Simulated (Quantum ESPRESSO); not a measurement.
# Collinear magnetic orders of CaMn2As2 with Quantum ESPRESSO, part 2 of 2

A self-consistent run ends on one state, which hangs on the start. Several orders of CaMn2As2 are started in Quantum ESPRESSO and their energies compared.

Quantum ESPRESSO 7.5; PBEsol; plane waves with GBRV 1.5 PBEsol potentials, no spin-orbit coupling.

So far, absolute magnetization (μB): step 2 (start 1: ferro ++) 5.84.

**3. Run 2, typed as antiferro q=(0,1/2,0) +−−+**

This order needs a doubled cell of 10 atoms. The wavevector q is in fractions of the reciprocal vectors of the crystal's primitive cell, as the cells of these inputs are built from it; moments change sign between cells as cos(2π q·R).

The input, pw.in:

```
&CONTROL
  calculation = 'scf'
  prefix = 'pwscf'
  outdir = './tmp'
  pseudo_dir = './pseudo'
  disk_io = 'nowf'
/
&SYSTEM
  ibrav = 0
  nat = 10
  ntyp = 4
  ecutwfc = 40
  ecutrho = 280
  nbnd = 64
  occupations = 'smearing'
  smearing = 'fd'
  degauss = 0.00734986
  nspin = 2
  starting_magnetization(1) = 0
  starting_magnetization(2) = 0.2333
  starting_magnetization(3) = -0.2333
  starting_magnetization(4) = 0
/
&ELECTRONS
  conv_thr = 2d-08
  electron_maxstep = 150
  mixing_beta = 0.3
/
ATOMIC_SPECIES
Ca     40.0780 ca_pbesol_v1.uspp.F.UPF
Mn1    54.9380 mn_pbesol_v1.5.uspp.F.UPF
Mn2    54.9380 mn_pbesol_v1.5.uspp.F.UPF
As     74.9216 as_pbesol_v1.uspp.F.UPF
CELL_PARAMETERS angstrom
   4.0003377127    0.0000000000    0.0000000000
  -4.0003377128    6.9287881658    0.0000000000
   0.0000000000    0.0000000000    6.9955350000
ATOMIC_POSITIONS crystal
Ca      0.0000000000    0.0000000000    0.0000000000
Ca      0.0000000000    0.5000000000    0.0000000000
Mn1     0.3333333300    0.3333333350    0.6158690000
Mn2     0.3333333300    0.8333333350    0.6158690000
Mn2     0.6666666700    0.1666666650    0.3841310000
Mn1     0.6666666700    0.6666666650    0.3841310000
As      0.6666666700    0.1666666650    0.7290990000
As      0.6666666700    0.6666666650    0.7290990000
As      0.3333333300    0.3333333350    0.2709010000
As      0.3333333300    0.8333333350    0.2709010000
K_POINTS automatic
8 4 4 0 0 0
```

Run with:

```
> OMP_NUM_THREADS=1 mpirun -n 4 pw.x -nk 4 -in pw.in > pw.out
```

The log of the run:

```text
[banner, memory and clock lines left out]
Program PWSCF v.7.5 starts

     Message from routine setup:
     using ibrav=0 with symmetry is DISCOURAGED, use correct ibrav instead

     bravais-lattice index     =            0
     lattice parameter (alat)  =       7.5595  a.u.
     unit-cell volume          =    1308.4932 (a.u.)^3
     number of atoms/cell      =           10
     number of atomic types    =            4
     number of electrons       =       100.00
     number of Kohn-Sham states=           64
     kinetic-energy cutoff     =      40.0000  Ry
     charge density cutoff     =     280.0000  Ry
     scf convergence threshold =      2.0E-08
     mixing beta               =       0.3000
     number of iterations used =            8  plain     mixing
     Exchange-correlation= SLA  PW   PSX  PSC
                           (   1   4  10   8   0   0   0)

     celldm(1)=   7.559543  celldm(2)=   0.000000  celldm(3)=   0.000000
     celldm(4)=   0.000000  celldm(5)=   0.000000  celldm(6)=   0.000000

     crystal axes: (cart. coord. in units of alat)
               a(1) = (   1.000000   0.000000   0.000000 )
               a(2) = (  -1.000000   1.732051   0.000000 )
               a(3) = (   0.000000   0.000000   1.748736 )

     reciprocal axes: (cart. coord. in units 2 pi/alat)
               b(1) = (  1.000000  0.577350 -0.000000 )
               b(2) = (  0.000000  0.577350  0.000000 )
               b(3) = (  0.000000 -0.000000  0.571842 )

     PseudoPot. # 1 for Ca read from file:
     ca_pbesol_v1.uspp.F.UPF
     Pseudo is Ultrasoft + core correction, Zval = 10.0

     PseudoPot. # 2 for Mn read from file:
     mn_pbesol_v1.5.uspp.F.UPF
     Pseudo is Ultrasoft + core correction, Zval = 15.0

     PseudoPot. # 3 for Mn read from file:
     mn_pbesol_v1.5.uspp.F.UPF
     Pseudo is Ultrasoft + core correction, Zval = 15.0

     PseudoPot. # 4 for As read from file:
     as_pbesol_v1.uspp.F.UPF
     Pseudo is Ultrasoft + core correction, Zval =  5.0

     atomic species   valence    mass     pseudopotential
     Ca               10.00    40.07800     Ca( 1.00)
     Mn1              15.00    54.93800     Mn( 1.00)
     Mn2              15.00    54.93800     Mn( 1.00)
     As                5.00    74.92160     As( 1.00)

     Starting magnetic structure
     atomic species   magnetization
     Ca              0.000
     Mn1             0.233
     Mn2            -0.233
     As              0.000

      4 Sym. Ops., with inversion, found

   Cartesian axes

     site n.     atom                  positions (alat units)
         1        Ca     tau(   1) = (   0.0000000   0.0000000   0.0000000  )
         2        Ca     tau(   2) = (  -0.5000000   0.8660254   0.0000000  )
         3        Mn1    tau(   3) = (  -0.0000000   0.5773503   1.0769924  )
         4        Mn2    tau(   4) = (  -0.5000000   1.4433757   1.0769924  )
         5        Mn2    tau(   5) = (   0.5000000   0.2886751   0.6717437  )
         6        Mn1    tau(   6) = (   0.0000000   1.1547005   0.6717437  )
         7        As     tau(   7) = (   0.5000000   0.2886751   1.2750017  )
         8        As     tau(   8) = (   0.0000000   1.1547005   1.2750017  )
         9        As     tau(   9) = (  -0.0000000   0.5773503   0.4737344  )
        10        As     tau(  10) = (  -0.5000000   1.4433757   0.4737344  )

     number of k points=    46  Fermi-Dirac smearing, width (Ry)=  0.0073
                       cart. coord. in units 2pi/alat
        k(    1) = (   0.0000000   0.0000000   0.0000000), wk =   0.0078125
        k(    2) = (   0.0000000   0.0000000   0.1429604), wk =   0.0156250
        k(    3) = (   0.0000000   0.0000000  -0.2859208), wk =   0.0078125
        k(    4) = (   0.0000000   0.1443376   0.0000000), wk =   0.0156250
        k(    5) = (   0.0000000   0.1443376   0.1429604), wk =   0.0156250
        [... 41 further k-points ...]

     Dense  grid:   103499 G-vectors     FFT dimensions: (  45,  81,  72)

     Smooth grid:    44787 G-vectors     FFT dimensions: (  32,  64,  54)

     Check: negative core charge=   -0.000022
     Generating pointlists ...
     new r_m :   0.3081 (alat units)  2.3289 (a.u.) for type    1
     new r_m :   0.2488 (alat units)  1.8811 (a.u.) for type    2
     new r_m :   0.2488 (alat units)  1.8811 (a.u.) for type    3
     new r_m :   0.2488 (alat units)  1.8811 (a.u.) for type    4

     Initial potential from superposition of free atoms

     starting charge      97.9884, renormalised to     100.0000
     Starting wfcs are   88 randomized atomic wfcs

     Self-consistent Calculation

     iteration #  1     ecut=    40.00 Ry     beta= 0.30
     Davidson diagonalization with overlap
     ethr =  1.00E-02,  avg # of iterations =  2.0

     total energy              =   -1153.77646111 Ry
     estimated scf accuracy    <       2.35004765 Ry

     total magnetization       =    -0.00 Bohr mag/cell
     absolute magnetization    =    13.02 Bohr mag/cell

     iteration #  2     ecut=    40.00 Ry     beta= 0.30
     Davidson diagonalization with overlap
     ethr =  2.35E-03,  avg # of iterations =  3.1

     total energy              =   -1154.00766879 Ry
     estimated scf accuracy    <       1.48954011 Ry

     total magnetization       =     0.00 Bohr mag/cell
     absolute magnetization    =    12.55 Bohr mag/cell

     [... further iterations left out ...]

     iteration # 15     ecut=    40.00 Ry     beta= 0.30
     Davidson diagonalization with overlap
     ethr =  8.98E-10,  avg # of iterations =  4.2

     total energy              =   -1154.29355838 Ry
     estimated scf accuracy    <       0.00000024 Ry

     total magnetization       =     0.00 Bohr mag/cell
     absolute magnetization    =    14.35 Bohr mag/cell

     iteration # 16     ecut=    40.00 Ry     beta= 0.30
     Davidson diagonalization with overlap
     ethr =  2.36E-10,  avg # of iterations =  3.0

     Magnetic moment per site  (integrated on atomic sphere of radius R)
     atom   1 (R=0.308)  charge=  8.3950  magn=  0.0014
     atom   2 (R=0.308)  charge=  8.3948  magn= -0.0015
     atom   3 (R=0.249)  charge= 13.0796  magn=  3.1490
     atom   4 (R=0.249)  charge= 13.0791  magn= -3.1489
     atom   5 (R=0.249)  charge= 13.0791  magn= -3.1489
     atom   6 (R=0.249)  charge= 13.0796  magn=  3.1490
     atom   7 (R=0.249)  charge=  2.7063  magn= -0.0057
     atom   8 (R=0.249)  charge=  2.7066  magn=  0.0058
     atom   9 (R=0.249)  charge=  2.7066  magn=  0.0058
     atom  10 (R=0.249)  charge=  2.7063  magn= -0.0057

     End of self-consistent calculation

     [... lines left out ...]
     the Fermi energy is     9.7753 ev

!    total energy              =   -1154.29355849 Ry
     estimated scf accuracy    <       0.00000002 Ry
     smearing contrib. (-TS)   =      -0.01375947 Ry
     internal energy E=F+TS    =   -1154.27979902 Ry

     The total energy is F=E-TS. E is the sum of the following terms:
     one-electron contribution =    -705.06742250 Ry
     hartree contribution      =     385.67977755 Ry
     xc contribution           =    -254.74317469 Ry
     ewald contribution        =    -580.14897939 Ry

     total magnetization       =     0.00 Bohr mag/cell
     absolute magnetization    =    14.35 Bohr mag/cell

     convergence has been achieved in  16 iterations
```

Elapsed: 5.5 min, on 4 MPI ranks of Arm Neoverse V1, shared host; peak memory 1.3 GiB; 22 min of CPU time.

Spin moment in the atom's sphere by atom:

```
atom  spin moment in the atom's sphere (μB)
 Ca1                                   0.00
 Ca2                                   0.00
 Mn3                                   3.15
 Mn4                                  -3.15
 Mn5                                  -3.15
 Mn6                                   3.15
 As7                                  -0.01
 As8                                   0.01
 As9                                   0.01
As10                                  -0.01
```

This step gave:

* smearing term TS: 0.1872 eV
* magnetization: 0 μB
* absolute magnetization: 14.35 μB
* final state: antiferromagnetic

Spin density in the bc plane at fractional x = 0.333, with atoms of Mn and As within 0.2 Å of it.

Values in e/Å³, 10 rows by 16 columns, each cell a mean:
```
 0.0  0.0  0.0  0.0  0.0  0.0  0.0  0.0  0.0  0.0  0.0  0.0  0.0  0.0  0.0  0.0
 0.0  0.0  0.0  0.0  0.0  0.0  0.0  0.0  0.0  0.0  0.0  0.0  0.0  0.0  0.0  0.0
 0.0  0.0  0.0  0.0  0.2  0.4  0.2  0.0  0.0  0.0  0.0  0.0 -0.2 -0.4 -0.2  0.0
 0.0  0.0  0.0  0.2  1.7  3.9  1.3  0.1  0.0  0.0  0.0 -0.2 -1.7 -4.0 -1.3 -0.1
 0.0  0.0  0.0  0.1  0.7  1.6  0.5  0.1  0.0  0.0  0.0 -0.1 -0.7 -1.6 -0.5 -0.1
 0.0 -0.1  0.0  0.0  0.0  0.0  0.0  0.0  0.0  0.1  0.0  0.0  0.0  0.0  0.0  0.0
 0.0 -0.1  0.0  0.0  0.0  0.0  0.0  0.0  0.0  0.1  0.0  0.0  0.0  0.0  0.0  0.0
 0.0  0.0  0.0  0.0  0.0  0.0  0.0  0.0  0.0  0.0  0.0  0.0  0.0  0.0  0.0  0.0
 0.0  0.0  0.0  0.0  0.0  0.0  0.0  0.0  0.0  0.0  0.0  0.0  0.0  0.0  0.0  0.0
 0.0  0.0  0.0  0.0  0.0  0.0  0.0  0.0  0.0  0.0  0.0  0.0  0.0  0.0  0.0  0.0
```
Columns run along b (8.0 Å), rows up along c (7.0 Å). Atoms in or near the plane, at fractional coordinates: Mn at (0.33, 0.62), Mn at (0.83, 0.62), As at (0.33, 0.27), As at (0.83, 0.27).

Valence density in the bc plane at fractional x = 0.333, with atoms of Mn and As within 0.2 Å of it. It is the smooth field of the valence electrons, not physical close to the nuclei.

Ten steps, logarithmic in the rise over the least value, from '0' (0 e/Å³) to '9' (16 e/Å³), each cell a mean:
```
0000000000000000000000
0000000000000000000000
1111000000011110000000
1111100101111111001011
1111112321111111123211
1111136763111111367631
1111259994211112599952
1111259995111112599951
1001136863110011368631
0001123332100011233321
1111122222111111222221
1111223332111112233321
1111232223211112322232
1111232523211112325232
1001232323210012323232
0000123232100001232321
0000112221100001122211
0000001110000000011100
0000000000000000000000
```
Columns run along b (8.0 Å), rows up along c (7.0 Å). Atoms in or near the plane, at fractional coordinates: Mn at (0.33, 0.62), Mn at (0.83, 0.62), As at (0.33, 0.27), As at (0.83, 0.27).

**4. Run 3 (antiferro +−)**

The input, pw.in:

```
&CONTROL
  calculation = 'scf'
  prefix = 'pwscf'
  outdir = './tmp'
  pseudo_dir = './pseudo'
  disk_io = 'nowf'
/
&SYSTEM
  ibrav = 0
  nat = 5
  ntyp = 4
  ecutwfc = 40
  ecutrho = 280
  nbnd = 34
  occupations = 'smearing'
  smearing = 'fd'
  degauss = 0.00734986
  nspin = 2
  starting_magnetization(1) = 0
  starting_magnetization(2) = 0.2333
  starting_magnetization(3) = -0.2333
  starting_magnetization(4) = 0
/
&ELECTRONS
  conv_thr = 1d-08
  electron_maxstep = 150
  mixing_beta = 0.3
/
ATOMIC_SPECIES
Ca     40.0780 ca_pbesol_v1.uspp.F.UPF
Mn1    54.9380 mn_pbesol_v1.5.uspp.F.UPF
Mn2    54.9380 mn_pbesol_v1.5.uspp.F.UPF
As     74.9216 as_pbesol_v1.uspp.F.UPF
CELL_PARAMETERS angstrom
   4.0003377127    0.0000000000    0.0000000000
  -2.0001688564    3.4643940829    0.0000000000
   0.0000000000    0.0000000000    6.9955350000
ATOMIC_POSITIONS crystal
Ca      0.0000000000    0.0000000000    0.0000000000
Mn1     0.3333333300    0.6666666700    0.6158690000
Mn2     0.6666666700    0.3333333300    0.3841310000
As      0.6666666700    0.3333333300    0.7290990000
As      0.3333333300    0.6666666700    0.2709010000
K_POINTS automatic
8 8 4 0 0 0
```

The log of the run:

```text
     [... lines left out ...]
Program PWSCF v.7.5 starts
     [... lines left out ...]
     number of atoms/cell      =            5
     [... lines left out ...]
     number of electrons       =        50.00
     number of Kohn-Sham states=           34
     kinetic-energy cutoff     =      40.0000  Ry
     charge density cutoff     =     280.0000  Ry
     scf convergence threshold =      1.0E-08
     [... lines left out ...]
      6 Sym. Ops. (no inversion) found
     [... lines left out ...]
     number of k points=    35  Fermi-Dirac smearing, width (Ry)=  0.0073
     [... lines left out ...]
     iteration # 15     ecut=    40.00 Ry     beta= 0.30
     [... lines left out ...]
     Magnetic moment per site  (integrated on atomic sphere of radius R)
     atom   1 (R=0.308)  charge=  8.3937  magn=  0.0000
     atom   2 (R=0.249)  charge= 13.0768  magn=  3.1480
     atom   3 (R=0.249)  charge= 13.0768  magn= -3.1480
     atom   4 (R=0.249)  charge=  2.7044  magn= -0.0141
     atom   5 (R=0.249)  charge=  2.7044  magn=  0.0141
     [... lines left out ...]
     the Fermi energy is     9.9399 ev
!    total energy              =    -577.15843299 Ry
     estimated scf accuracy    <          7.1E-09 Ry
     smearing contrib. (-TS)   =      -0.00612491 Ry
     [... lines left out ...]
     total magnetization       =     0.00 Bohr mag/cell
     absolute magnetization    =     7.26 Bohr mag/cell
     convergence has been achieved in  15 iterations
```

It took 53 s on 4 MPI ranks; peak memory 0.61 GiB; 3.6 min of CPU time.

Spin moment in the atom's sphere by atom:

```
atom  spin moment in the atom's sphere (μB)
 Ca1                                   0.00
 Mn2                                   3.15
 Mn3                                  -3.15
 As4                                  -0.01
 As5                                   0.01
```

Read from the output:

```
smearing term TS       : 0.08333 eV
magnetization          : 0 μB
absolute magnetization : 7.256 μB
final state            : antiferromagnetic
```

**5. Run 4, typed as no spin polarisation**

The input, pw.in:

```
&CONTROL
  calculation = 'scf'
  prefix = 'pwscf'
  outdir = './tmp'
  pseudo_dir = './pseudo'
  disk_io = 'nowf'
/
&SYSTEM
  ibrav = 0
  nat = 5
  ntyp = 3
  ecutwfc = 40
  ecutrho = 280
  nbnd = 34
  occupations = 'smearing'
  smearing = 'fd'
  degauss = 0.00734986
/
&ELECTRONS
  conv_thr = 1d-08
  electron_maxstep = 150
  mixing_beta = 0.3
/
ATOMIC_SPECIES
Ca     40.0780 ca_pbesol_v1.uspp.F.UPF
Mn     54.9380 mn_pbesol_v1.5.uspp.F.UPF
As     74.9216 as_pbesol_v1.uspp.F.UPF
CELL_PARAMETERS angstrom
   4.0003377127    0.0000000000    0.0000000000
  -2.0001688564    3.4643940829    0.0000000000
   0.0000000000    0.0000000000    6.9955350000
ATOMIC_POSITIONS crystal
Ca      0.0000000000    0.0000000000    0.0000000000
Mn      0.3333333300    0.6666666700    0.6158690000
Mn      0.6666666700    0.3333333300    0.3841310000
As      0.6666666700    0.3333333300    0.7290990000
As      0.3333333300    0.6666666700    0.2709010000
K_POINTS automatic
8 8 4 0 0 0
```

The log of the run:

```text
     [... lines left out ...]
Program PWSCF v.7.5 starts
     [... lines left out ...]
     number of atoms/cell      =            5
     [... lines left out ...]
     number of electrons       =        50.00
     number of Kohn-Sham states=           34
     kinetic-energy cutoff     =      40.0000  Ry
     charge density cutoff     =     280.0000  Ry
     scf convergence threshold =      1.0E-08
     [... lines left out ...]
     12 Sym. Ops., with inversion, found
     [... lines left out ...]
     number of k points=    35  Fermi-Dirac smearing, width (Ry)=  0.0073
     [... lines left out ...]
     iteration # 12     ecut=    40.00 Ry     beta= 0.30
     [... lines left out ...]
     the Fermi energy is     9.5771 ev
!    total energy              =    -577.06733837 Ry
     estimated scf accuracy    <          6.3E-09 Ry
     smearing contrib. (-TS)   =      -0.01966694 Ry
     [... lines left out ...]
     convergence has been achieved in  12 iterations
```

Wall time 24 s (4 MPI ranks); peak memory 0.49 GiB; 96 s of CPU time.

This step gave:

- smearing term TS: 0.2676 eV
- final state: non-magnetic (no spin polarisation)

**6. Ranking**

An order is kept where moments of 0.15 μB or more survive with the typed signs; meshes match where a doubled cell samples the same k points as the first cell.

Orders:

```
                     start        final state  typed order kept  energy over the lowest (meV a seeded atom)  largest site moment (μB)  net moment (μB a cell of the first run)  mesh matched  CPU time (s)
                  ferro ++      ferromagnetic               yes                                       198.3                     2.528                                     5.25           yes         208.3
antiferro q=(0,1/2,0) +--+  antiferromagnetic               yes                                       79.28                     3.149                                        0           yes          1308
              antiferro +-  antiferromagnetic               yes                                           0                     3.148                                        0           yes           213
      no spin polarisation       non-magnetic                 -                                       619.7                         0                                        0           yes         96.15
```

**7. Energy mapping**

E = −Σ J e·e over ordered pairs of unit vectors, so each pair counts twice. As many shells are taken as there are differences of energy, so the couplings are solved for and no residual tests the model; further shells are folded in, and shells whose pairs keep their relative signs in all orders cancel and are not probed. Couplings from the energies:

```
 pair  distance (Å)  neighbours an atom  J (meV)
Mn-Mn         2.822                   3   -33.05
Mn-Mn             4                   6    1.647
```

**8. Summary of results**

| Item | Value |
| --- | --- |
| lowest state found | antiferromagnetic (from antiferro +-) |
| largest site moment | 3.15 μB |
| next state with moments | antiferromagnetic, 79.3 meV a seeded atom higher |
| state without moments | 620 meV a seeded atom higher |
| J of the weightiest shell (Mn-Mn, 2.82 Å; E = −Σ J e·e, ordered pairs) | -33.1 meV |

**Reading.** The largest moment changes by 20 % between the kept orders, so a model of rigid spins is rough here. This is the lowest of 4 collinear or spinless starts, no proof of the ground state. Energies are free energies at an electronic temperature of 1160 K, which lowers moments and differences where the moments are itinerant.

[Logs and program files are shortened in this print: banners, set-up blocks, solver, clock and traceback lines can be left out without a mark of their own.]

[Logs are printed without paths, hosts, clocks, repeated set-up lines and the standing remarks that a program may print on its own settings, such as how far it seeks lower states.]

[Hosts, paths, dates, database ids (printed as entryN), source tags and the programs' standing remarks are cut or masked in the printed files.]

[Where a cell is said to come from a database of computed structures, the database is the Materials Project.]
